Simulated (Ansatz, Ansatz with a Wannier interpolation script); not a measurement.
## CdBr2 (P6_3mc): quasiparticle bands by Wannier interpolation

Aim: the G0W0 bands of CdBr2 (P6_3mc) along the symmetry lines, with the gap off the mesh.

Program: Ansatz 0.2.0. Level of theory: LDA, Wannier functions and G0W0, plane waves, PAW. Results are calculated unless marked as measured.

The database entry behind the starting cell has ideal inner coordinates that were not refined, so it need not match the best structure at ambient conditions.

## 1. The starting structure

It takes space group P6_3mc (No. 186, hexagonal). Conventional cell: a = 3.985 Å, b = 3.985 Å, c = 12.561 Å, α = 90.00°, β = 90.00°, γ = 120.00°. Nearest to Cd lie 6 Br at 2.79 Å. Nearest to Br lie 3 Cd at 2.79 Å. Nearest to Br lie 3 Cd at 2.79 Å. Farther neighbours and most contacts between anions are not listed.

The cell and positions come from the Crystallography Open Database and are kept as given unless a step says otherwise. The default PAW set here is soft_2. Its files were made with PBE.

## 2. LDA bands

Levels along a band path, at the cheap level, show where the edges lie and whether the meshes to come will hold them.

This step: DFT, LDA, plane waves, PAW.

File input.yaml:

```yaml
crystal:
  lattice:
    - [3.985, 0.0, 0.0]
    - [-1.9925, 3.4511112341, 0.0]
    - [0.0, 0.0, 12.561]
  atoms:
    - { symbol: Cd, position: [0.3333333333, 0.6666666667, 0.375] }
    - { symbol: Cd, position: [0.6666666667, 0.3333333333, 0.875] }
    - { symbol: Br, position: [0.3333333333, 0.6666666667, 0.0] }
    - { symbol: Br, position: [0.6666666667, 0.3333333333, 0.5] }
    - { symbol: Br, position: [0.0, 0.0, 0.25] }
    - { symbol: Br, position: [0.0, 0.0, 0.75] }
kpoints:
  mp_grid: { grid: [6, 6, 2] }
  band_path:
    path:
      - [[0.0, 0.0, 0.0], [0.5, 0.0, 0.0], [0.33333333, 0.33333333, 0.0], [0.0, 0.0, 0.0], [0.0, 0.0, 0.5], [0.5, 0.0, 0.5], [0.33333333, 0.33333333, 0.5], [0.0, 0.0, 0.5]]
      - [[0.5, 0.0, 0.5], [0.5, 0.0, 0.0]]
      - [[0.33333333, 0.33333333, 0.5], [0.33333333, 0.33333333, 0.0]]
    npoints: 10
hamiltonian:
  xc: lda
scf:
  occupations: { method: fermi_dirac, width: 0.02 }
  n_extra_bands: 91
output:
  eigenvalues: true
  fatbands: true
  write_density: true
  write_potential: true
  elf: true
  volumetric_format: npy
```

Launch:

```bash
$ ansatz run input.yaml --threads 3 --pin off --max-ram 92160MiB --backend cuda --events-out ev --progress --plain --runs-dir out --devices 1 --max-vram 13GiB
```

Numbers of over 12 decimals in the logs are rounded to 6 here.

The log of the run:

```text
scf.n_extra_bands = 91 over 34 filled bands (N_el = 68.0): the run solves 125 bands
GPUs: using 1 of 1 available (devices: 1).
Engine: ansatz 0.2.0, x86_64-unknown-linux-gnu
Pseudopotentials: kind: paw
Pseudopotential: Cd, paw, valence charge 20, recommended cutoff 420 eV (normal), Cd.paw.azcp
Pseudopotential: Br, paw, valence charge 7, recommended cutoff 420 eV (normal), Br.paw.azcp
Functional definition: SPW92
  exchange = slater_x
  correlation = pw_c
device memory: the entry about to start is reckoned to put 5.9 GiB on a device that reports 43.8 GiB free (of which the cap on the GPU budget leaves the run 13.0 GiB)
GPU FFT provider: cuFFT
GPU libraries: cuBLAS 13.8.2, cuFFT 12.4.0, cuSOLVER 12.3.4
Crystal: 6 atoms, lattice volume = 172.747 Å³
Basis set: ecut = 420 eV, 3401 PW (Γ)
Bands: 125, of which v1, the nominal top of the filled ones, is band 34 counted from 1 (33 counted from 0)
Symmetry: 12 space group operations
Space group: P63mc (ITA 186), of the structure as read, at distance tolerance 5.6e-5 Å
k-points: 14 of 72
Non-local potential: Cd, projectors of the file, l = 0: 3, l = 1: 2, l = 2: 2, l = 3: 1
Non-local potential: Br, projectors of the file, l = 0: 2, l = 1: 2, l = 2: 2
PAW form: soft (Blöchl's): semilocal exchange-correlation on the pseudo side does not see the compensation charge
PAW frozen core: Cd, regenerated for the run's functional, and the local potential with it (the file was generated under x = pbe(κ = 0.804, μ = 0.219515), c = pbe(β = 0.066725))
PAW frozen core: Br, regenerated for the run's functional, and the local potential with it (the file was generated under x = pbe(κ = 0.804, μ = 0.219515), c = pbe(β = 0.066725))
PAW one-centre angular grid: Cd, 590 points (default); XC on 64 Gauss nodes
PAW one-centre angular grid: Br, 110 points (default); XC on 64 Gauss nodes
Initial density: superposition of atomic densities (neutral atoms: chi_scale 0, normalization atom), corrected by the library's trained network
Initial wavefunctions: pseudopotential atomic-orbital guess
GPU buffer pool allocated for 65610 grid points (all kernels)
GPU transforms: local potential and band sums: pruned to the plane-wave sphere, on 25×27×90
Functional: x = slater, c = lda
SCF iter   1: F=—  HF=-27016.076832 eV  |F-HF|=—  |Δ(HF+E_count)|=         —  Δρ=6.56e-3  dr2=5.24e-2  ethr=1.77e-3  ⟨swp⟩=5.1  Hψ=7410  notcnv=0  defer=819
preconditioner: auto → Resta (q_TF=auto, 2.336 Å⁻¹)  ε∞=1.6  [insulator: Δε(μ)=2.495 eV  Ē_g=27.183 eV  σ=0.020 eV  W_gap=1.00  n_scr=38 (ndim 8)  ℏωp=20.4 eV  f_vac=0.087  D(μ)=0.00/eV (n_scr^D=0)  ε∞_Penn≈1.6]
SCF iter   2: F=—  HF=-27016.062332 eV  |F-HF|=—  |Δ(HF+E_count)|=   1.45e-2  Δρ=2.38e-3  dr2=5.62e-3  ethr=7.71e-5  ⟨swp⟩=2.0  Hψ=2388  notcnv=0  defer=1210
SCF iter   3: F=—  HF=-27016.062297 eV  |F-HF|=—  |Δ(HF+E_count)|=   3.52e-5  Δρ=9.71e-4  dr2=9.59e-4  ethr=8.27e-6  ⟨swp⟩=2.2  Hψ=784  notcnv=0  defer=1210
SCF iter   4: F=—  HF=-27016.062419 eV  |F-HF|=—  |Δ(HF+E_count)|=   1.22e-4  Δρ=1.90e-4  dr2=8.65e-5  ethr=1.41e-6  ⟨swp⟩=2.1  Hψ=888  notcnv=0  defer=1210
SCF iter   5: F=—  HF=-27016.062377 eV  |F-HF|=—  |Δ(HF+E_count)|=   4.19e-5  Δρ=3.81e-5  dr2=2.43e-6  ethr=1.27e-7  ⟨swp⟩=2.1  Hψ=850  notcnv=0  defer=1210
SCF iter   6: F=—  HF=-27016.062378 eV  |F-HF|=—  |Δ(HF+E_count)|=   6.03e-7  Δρ=9.83e-6  dr2=1.39e-7  ethr=3.57e-9  ⟨swp⟩=2.0  Hψ=825  notcnv=0  defer=1210
SCF iter   7: F=-27016.062378 eV  HF=-27016.062378 eV  |F-HF|=1.82e-9  |Δ(HF+E_count)|=   7.63e-8  Δρ=1.71e-6  dr2=3.14e-9  ethr=1.47e-10  ⟨swp⟩=11.9  Hψ=12154  notcnv=0
SCF 1 converged in 7 iterations: F = -27016.062378 eV  dr2 = 3.14e-9
[...]
device memory: the entry about to start is reckoned to put 4.9 GiB on a device that reports 46.9 GiB free (of which the cap on the GPU budget leaves the run 13.0 GiB)
NSCF: frozen V_eff on 93 k-points
SCF converged after 7 iterations
Free energy (F): -27016.062378 eV
Harris-Foulkes:  -27016.062378 eV  (|F-HF|=1.82e-9)
Internal energy: -27016.062378 eV  (E = F + TS)
E sigma→0 (E₀):  -27016.062378 eV
Fermi energy:    5.236943 eV
--- Per-component energies (eV) ---
  E_band       = -1151.918201
  E_kinetic    = 1542.786116
  E_local      = -10349.329311  (includes V_loc(G=0)·N_el)
  E_nonlocal   = 371.677303
  E_hartree    = 4638.826328
  E_xc         = -1392.832983
  E_vxc        = -858.306838  (∫ρ·V_xc dr)
  E_paw        = -16540.906436  (= ΣΔE_a)
  E_vpaw       = -1136.400247  (= ΣTr[D̂ρ^β])
  E_aug_tail   = 0.000022  (compensation charges beyond the density's cutoff)
  E_ewald      = -5288.642602
  E_core_change = 2.359183  (= ΣΔE_core)
  E_smearing   = -0.000000  (= −TS)
  E_closure    = -0.000000  (closes the sum)
  Σ components = -27016.062378   (vs F -27016.062378, Δ=0.00e0)
--- Band table (eV; the first three rows and the last of 14) ---
  k-point 0: bands = [... 30 lower, 3.8132, 3.8132, 3.9507, 3.9507, 6.4791, 7.8300, 9.0164, 9.0733, ... 87 higher]
  k-point 1: bands = [... 30 lower, 3.8920, 3.8920, 3.8920, 3.8920, 7.1665, 7.1665, 9.0822, 9.0822, ... 87 higher]
  k-point 2: bands = [... 30 lower, 3.3083, 3.7529, 3.8891, 3.9467, 7.4512, 8.0271, 9.8306, 9.9757, ... 87 higher]
  k-point 13: bands = [... 30 lower, 3.4605, 3.4605, 3.4669, 3.4669, 8.1107, 8.1107, 11.1079, 11.1079, ... 87 higher]
```

The job ended after 24 s (1 × NVIDIA H100 80GB HBM3 (shared by 6 runs) with 3 threads of AMD EPYC 7R13 (Zen 3), shared host; peak memory 1.1 GiB; 46 s of CPU time).

Reading the cycles: dr2 is the Hartree energy of the density residual (eV), the measure of convergence; HF is the Harris–Foulkes estimate of the energy, which meets the free energy F at convergence.

This step gave:

```yaml
filled_bands: 34
gap: 2.528 eV
valence_top_at: k = (0.100, 0.000, 0.000)
conduction_bottom_at: Γ
least_direct_gap: 2.528 eV
```

The gap is indirect, with the least direct gap 0.001 eV higher.

Valence density in the ac plane at fractional y = 0.333, with atoms of Cd and Br within 0.2 Å of it. It is the smooth field of the valence electrons, not physical close to the nuclei.

Values in e/Å³, 24 rows by 14 columns, each cell a mean:
```
 0  0  0  0  0  0  0  0  0  0  0  0  0  0
 0  0  0  0  0  0  0  1  3  4  4  2  1  0
 0  0  0  0  0  0  1  5 13 20 17  8  2  0
 0  0  0  0  0  0  1  3  9 14 11  5  1  0
 0  0  0  0  0  0  0  1  1  2  1  1  0  0
 0  0  0  0  0  0  0  0  0  0  0  0  0  0
 0  0  0  0  0  0  0  0  0  0  0  0  0  0
 0  0  0  0  0  0  0  0  0  0  0  0  0  0
 0  0  0  0  0  0  0  0  0  0  0  0  0  0
 0  0  0  0  0  0  0  0  0  0  0  0  0  0
 0  0  0  0  0  0  0  1  1  1  1  1  0  0
 0  0  0  0  0  0  1  1  1  0  1  1  1  0
 0  0  0  0  0  0  1  1  1  1  1  1  1  0
 0  0  0  0  0  0  0  1  1  1  1  1  0  0
 0  0  0  0  0  0  0  0  0  0  0  0  0  0
 0  0  0  0  0  0  0  0  0  0  0  0  0  0
 0  0  0  0  0  0  0  0  0  0  0  0  0  0
 0  0  0  0  0  0  0  0  0  0  0  0  0  0
 0  0  0  0  0  0  0  0  0  0  0  0  0  0
 0  0  0  0  0  0  0  0  0  0  0  0  0  0
 0  0  0  0  0  0  0  0  0  0  0  0  0  0
 0  0  0  0  0  0  0  0  0  0  0  0  0  0
 0  0  0  0  0  0  0  0  0  0  0  0  0  0
 0  0  0  0  0  0  0  0  0  0  0  0  0  0
```
Columns run along a (4.0 Å), rows up along c (12.6 Å). Atoms in or near the plane, at fractional coordinates: Cd at (0.67, 0.87), Br at (0.67, 0.50).

ELF in the ac plane at fractional y = 0.333, with atoms of Cd and Br within 0.2 Å of it. It is the smooth field of the valence electrons, not physical close to the nuclei.

Ten even steps from '0' (0.00) to '9' (0.87), each cell a mean:
```
67876421111113
24443113454321
11111135798632
11211124677531
45664212333212
78887521111124
78887520000024
46665210000002
01110001222100
10000257898763
41003799989998
62014898201699
41013798423798
21111368999974
11111123455421
11111100000001
34444310000012
67887530000024
78887530000024
45554310000012
00000000000000
11221100000000
56776420000013
78887531000024
```
Columns run along a (4.0 Å), rows up along c (12.6 Å). Atoms in or near the plane, at fractional coordinates: Cd at (0.67, 0.87), Br at (0.67, 0.50).

## 3. Wannier functions (Br:4p Cd:5s) on 12×12×4

Localised functions give a small Hamiltonian that interpolates between mesh points at no cost.

This step: maximally localised Wannier functions, LDA, plane waves, PAW.

input.yaml, the sections that differ from step 2:

```yaml
kpoints:
  mp_grid: { grid: [6, 6, 2] }
scf:
  occupations: { method: fixed }
  n_extra_bands: 91
output:
  wannier:
    kmesh: [12, 12, 4]
    projections: [{ species: Br, l: p, shell: 4 }, { species: Cd, l: s, shell: 5 }]
    minimise: true
    write_hr: true
    seedname: w
    conv_tol: 1.0e-07
    max_iter: 4000
    disentanglement:
      window: [0.08, 10.08]
      frozen_window: [0.08, 7.08]
      conv_tol: 1.0e-08
# crystal, hamiltonian: as in step 2
```

The log of the run:

```text
[...]
GPUs: using 1 of 1 available (devices: 1).
[...]
GPU FFT provider: cuFFT
GPU libraries: cuBLAS 13.8.2, cuFFT 12.4.0, cuSOLVER 12.3.4
Crystal: 6 atoms, lattice volume = 172.747 Å³
Basis set: ecut = 420 eV, 3401 PW (Γ)
Bands: 125, of which v1, the nominal top of the filled ones, is band 34 counted from 1 (33 counted from 0)
Symmetry: 12 space group operations
[...]
k-points: 14 of 72
[...]
GPU buffer pool allocated for 65610 grid points (all kernels)
[...]
SCF iter   1: F=—  HF=-27016.076858 eV  |F-HF|=—  |Δ(HF+E_count)|=         —  Δρ=6.56e-3  dr2=5.24e-2  ethr=1.77e-3  ⟨swp⟩=4.9  Hψ=5685  notcnv=0  defer=1246
[...]
SCF iter   7: F=-27016.062378 eV  HF=-27016.062378 eV  |F-HF|=1.67e-9  |Δ(HF+E_count)|=   8.27e-8  Δρ=1.85e-6  dr2=3.47e-9  ethr=1.47e-10  ⟨swp⟩=12.8  Hψ=13864  notcnv=0
SCF 1 converged in 7 iterations: F = -27016.062378 eV  dr2 = 3.47e-9
[...]
NSCF: frozen V_eff on 14 k-points
the band table was solved once the SCF had ended and its energy, with any forces and stress, was formed, with the checks that follow a solve (6804 applications of the Hamiltonian). They found nothing against the state; the energy, forces and stress were not computed again (output.eigenvalues in the input reference)
[...]
the Wannier pass solved 60 of the 576 points of its mesh, and has the states at the others by symmetry: states obtained by the crystal's operations at points that were solved too leave a residual of 6.27e-13 eV (read by the count's bands and the next), within 4.76e-6 eV
SCF converged after 7 iterations
Free energy (F): -27016.062378 eV
[...]
Internal energy: -27016.062378 eV  (E = F + TS)
E sigma→0 (E₀):  -27016.062378 eV
Fermi energy:    3.950693 eV
[...]
--- Band table (eV; the first three rows and the last of 14) ---
  k-point 0: bands = [... 30 lower, 3.8132, 3.8132, 3.9507, 3.9507, 6.4791, 7.8300, 9.0164, 9.0733, ... 87 higher]
  k-point 1: bands = [... 30 lower, 3.8920, 3.8920, 3.8920, 3.8920, 7.1664, 7.1664, 9.0822, 9.0822, ... 87 higher]
  k-point 2: bands = [... 30 lower, 3.3083, 3.7529, 3.8891, 3.9467, 7.4512, 8.0271, 9.8306, 9.9757, ... 87 higher]
  k-point 13: bands = [... 30 lower, 3.4605, 3.4605, 3.4669, 3.4669, 8.1107, 8.1107, 11.1079, 11.1079, ... 87 higher]
Wannier search: line search 1 of at most 4000: gauge-dependent spread (as the search counts it) 0.4417396 Å², largest recent change 2.6e-1 Å² and fall left 4.2e-5 Å² against conv_tol 1.0e-7 Å², 0 stops escaped
```

Wall time 33 s (1 × NVIDIA H100 80GB HBM3 (shared by 6 runs) with 3 threads); peak memory 2.2 GiB.

This step gave:

| Item | Value |
| --- | --- |
| gauge-invariant spread | 31.72 Å² |
| diagonal spread | 0.01326 Å² |
| off-diagonal spread | 0.4127 Å² |
| total spread | 32.15 Å² |
| least projectability | 0.4957 |
| localisation steps | 31 |
| disentanglement steps | 50 |
| r.m.s. interpolation error | 5.27e-5 eV |
| r.m.s. error near the gap | 6.20e-5 eV |

Near the gap the model misses directly solved bands by 0.1 meV r.m.s. and by 1 meV at most in the window tested. This tests the starting bands, not the corrections carried with them.

Wannier functions, by row:

| function | x (Å) | y (Å) | z (Å) | spread (Å²) | nearest atom | distance (Å) |
| --- | --- | --- | --- | --- | --- | --- |
| 1 | 0.051 | 2.271 | -0.096 | 2.098 | Br3 | 0.113 |
| 2 | -0.051 | 2.271 | -0.096 | 2.098 | Br3 | 0.113 |
| 3 | 0 | 2.36 | -0.096 | 2.098 | Br3 | 0.113 |
| 4 | 2.043 | 1.18 | 6.185 | 2.098 | Br4 | 0.113 |
| 5 | 1.942 | 1.18 | 6.185 | 2.098 | Br4 | 0.113 |
| 6 | 1.993 | 1.092 | 6.185 | 2.098 | Br4 | 0.113 |
| 7 | 0.049 | -0.028 | 3.236 | 2.099 | Br5 | 0.111 |
| 8 | -0.049 | -0.028 | 3.236 | 2.099 | Br5 | 0.111 |
| 9 | 0 | 0.057 | 3.236 | 2.099 | Br5 | 0.111 |
| 10 | -0.049 | 0.028 | 9.517 | 2.099 | Br6 | 0.111 |
| 11 | 0.049 | 0.028 | 9.517 | 2.099 | Br6 | 0.111 |
| 12 | 0 | -0.057 | 9.517 | 2.099 | Br6 | 0.111 |
| 13 | 0 | 2.301 | 4.702 | 3.484 | Cd1 | 0.009 |
| 14 | 1.993 | 1.15 | 10.98 | 3.484 | Cd2 | 0.009 |

Frozen up to 3.13 eV; above it the model need not follow the bands. Electronic bands along the path, in eV, zero at the valence-band top:

| point | band 31 | band 32 | band 33 | band 34 | band 35 | band 36 |
| --- | --- | --- | --- | --- | --- | --- |
| Γ | -0.14 | -0.14 | 0.00 | 0.00 | 2.53 | 3.88 |
| halfway | -0.89 | -0.26 | -0.06 | -0.02 | 3.86 | 4.11 |
| M | -0.51 | -0.36 | -0.14 | -0.06 | 3.34 | 3.71 |
| halfway | -0.61 | -0.59 | -0.25 | -0.23 | 3.82 | 4.02 |
| K | -0.92 | -0.54 | -0.54 | -0.14 | 4.21 | 4.21 |
| halfway | -0.56 | -0.52 | -0.37 | -0.06 | 4.05 | 4.21 |
| Γ | -0.14 | -0.14 | 0.00 | 0.00 | 2.53 | 3.88 |
| halfway | -0.11 | -0.11 | -0.02 | -0.02 | 2.74 | 3.69 |
| A | -0.06 | -0.06 | -0.06 | -0.06 | 3.22 | 3.22 |
| halfway | -0.35 | -0.35 | -0.13 | -0.13 | 3.97 | 3.97 |
| L | -0.40 | -0.40 | -0.20 | -0.20 | 3.57 | 3.57 |
| halfway | -0.64 | -0.64 | -0.26 | -0.26 | 3.94 | 3.94 |
| H | -0.49 | -0.49 | -0.48 | -0.48 | 4.16 | 4.16 |
| halfway | -0.67 | -0.67 | -0.12 | -0.12 | 4.13 | 4.13 |
| A | -0.06 | -0.06 | -0.06 | -0.06 | 3.22 | 3.22 |
| jump to L | -0.40 | -0.40 | -0.20 | -0.20 | 3.57 | 3.57 |
| halfway | -0.50 | -0.31 | -0.23 | -0.10 | 3.42 | 3.68 |
| M | -0.51 | -0.36 | -0.14 | -0.06 | 3.34 | 3.71 |
| jump to H | -0.49 | -0.49 | -0.48 | -0.48 | 4.16 | 4.16 |
| halfway | -0.78 | -0.51 | -0.51 | -0.24 | 4.18 | 4.18 |
| K | -0.92 | -0.54 | -0.54 | -0.14 | 4.21 | 4.21 |

The same for Kohn-Sham, solved directly:

| point | band 31 | band 32 | band 33 | band 34 | band 35 | band 36 |
| --- | --- | --- | --- | --- | --- | --- |
| Γ | -0.14 | -0.14 | 0.00 | 0.00 | 2.53 | 3.88 |
| M | -0.51 | -0.36 | -0.14 | -0.06 | 3.34 | 3.68 |
| K | -0.92 | -0.54 | -0.54 | -0.14 | 4.21 | 4.21 |
| Γ | -0.14 | -0.14 | 0.00 | 0.00 | 2.53 | 3.88 |
| A | -0.06 | -0.06 | -0.06 | -0.06 | 3.22 | 3.22 |
| L | -0.40 | -0.40 | -0.20 | -0.20 | 3.57 | 3.57 |
| H | -0.49 | -0.49 | -0.48 | -0.48 | 4.16 | 4.16 |
| A | -0.06 | -0.06 | -0.06 | -0.06 | 3.22 | 3.22 |
| L | -0.40 | -0.40 | -0.20 | -0.20 | 3.57 | 3.57 |
| M | -0.51 | -0.36 | -0.14 | -0.06 | 3.34 | 3.68 |
| H | -0.49 | -0.49 | -0.48 | -0.48 | 4.16 | 4.16 |
| K | -0.92 | -0.54 | -0.54 | -0.14 | 4.21 | 4.21 |

[end of part 1 of 2]

[Paths, hosts, dates, memory and timing lines, banners, echoed tables and standing remarks are left out of the program output.]

[Logs are printed without paths, hosts, clocks, repeated set-up lines and the standing remarks that a program may print on its own settings, such as how far it seeks lower states.]

[Runs of the session that timed out or met a known fault of the program may be left out.]

[Hosts, paths, dates, database ids (printed as entryN), source tags and the programs' standing remarks are cut or masked in the printed files.]
